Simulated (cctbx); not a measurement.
**Interatomic vectors of CuPb2S2Br2**

Space group I4/mmm (no. 139), a = 4.8670 Å, b = 4.8670 Å, c = 16.4500 Å, α = 90.00°, β = 90.00°, γ = 90.00°, content Pb4 Br4 Cu2 S4.

Simulated single-crystal data (cctbx): Ga Kα, λ = 1.3414 Å, to d = 0.83 Å, 70 % of the full sphere, strongest reflection 20000 counts, noise from counting, a 2 % proportional error and a noise floor of 8 counts (s.d.); no absorption.

Patterson synthesis from sharpened amplitudes, origin scaled to 1000:

```text
Patterson group I 4/m m m
      u       v       w   height  length (A)
  0.000   0.000   0.000   1000.0     0.00
  0.000   0.000   0.266    471.9     4.37
  0.000   0.500   0.120    337.3     3.13
  0.000   0.000   0.370    171.7     6.09
  0.000   0.000   0.500     96.8     8.22
  0.114   0.114   0.056     55.1     1.21
  0.000   0.500   0.250     53.4     4.78
  0.132   0.132   0.318     47.9     5.31
  0.000   0.221   0.037     44.1     1.24
  0.000   0.436   0.000     42.1     2.12
  0.000   0.233   0.223     41.9     3.83
  0.000   0.000   0.131     39.8     2.16
  0.085   0.244   0.000     38.9     1.26
  0.000   0.252   0.101     35.0     2.07
```

Q: Assign the vectors.

A peak at u stands for all pairs with xi − xj = u, with weight Σ ZiZj against Σ Z² = 34502 at the origin. Peak heights follow these weights only roughly, since form factors, motion and series ripples differ, all vectors within 0.55 Å of a peak are counted as merged into it though the farther ones add only part of their weight, and F(000) is left out, which lowers the whole map:

| u | v | w | shortest length (Å) | height | 1000 ΣZiZj/ΣZ² | pairs in the cell |
| --- | --- | --- | --- | --- | --- | --- |
| 0.000 | 0.000 | 0.266 | 4.38 | 472 | 520 | 2 × Pb–Pb, 8 × Br–S |
| 0.000 | 0.500 | 0.120 | 3.13 | 337 | 485 | 4 × Pb–Br, 4 × Pb–S |
| 0.000 | 0.000 | 0.370 | 4.05 | 172 | 276 | 4 × Pb–Cu |
| 0.000 | 0.000 | 0.500 | 3.44 | 97 | 172 | 4 × Br–Br, 4 × S–S |
| 0.114 | 0.114 | 0.056 | 1.21 | 55 | 0 | none within 0.55 Å |
| 0.000 | 0.500 | 0.250 | 4.78 | 53 | 118 | 4 × Br–Cu |
| 0.132 | 0.132 | 0.318 | 3.92 | 48 | 0 | none within 0.55 Å |

The table stops at ten peaks or at a height of 45, below which ripples compete. In the model behind the data Pb, the heaviest element, has 1 independent site: (1/2, 1/2, 0.1337), up to an allowed shift of origin; the Pb–Pb vectors are differences of these positions and their symmetry mates. The whole model:

| atom | mult. | x | y | z | Ueq (Å²) |
| --- | --- | --- | --- | --- | --- |
| Pb1 | 4 | 1/2 | 1/2 | 0.1337 | 0.0043 |
| Br1 | 4 | 1/2 | 0 | 1/4 | 0.0100 |
| Cu1 | 2 | 0 | 0 | 0 | 0.0078 |
| S1 | 4 | 1/2 | 0 | 0 | 0.0211 |

The model is made up (kin elements in a known structure type, no relaxation), so it says nothing on whether the phase exists.

[Logs are printed without paths, hosts, clocks, repeated set-up lines and the standing remarks that a program may print on its own settings, such as how far it seeks lower states.]
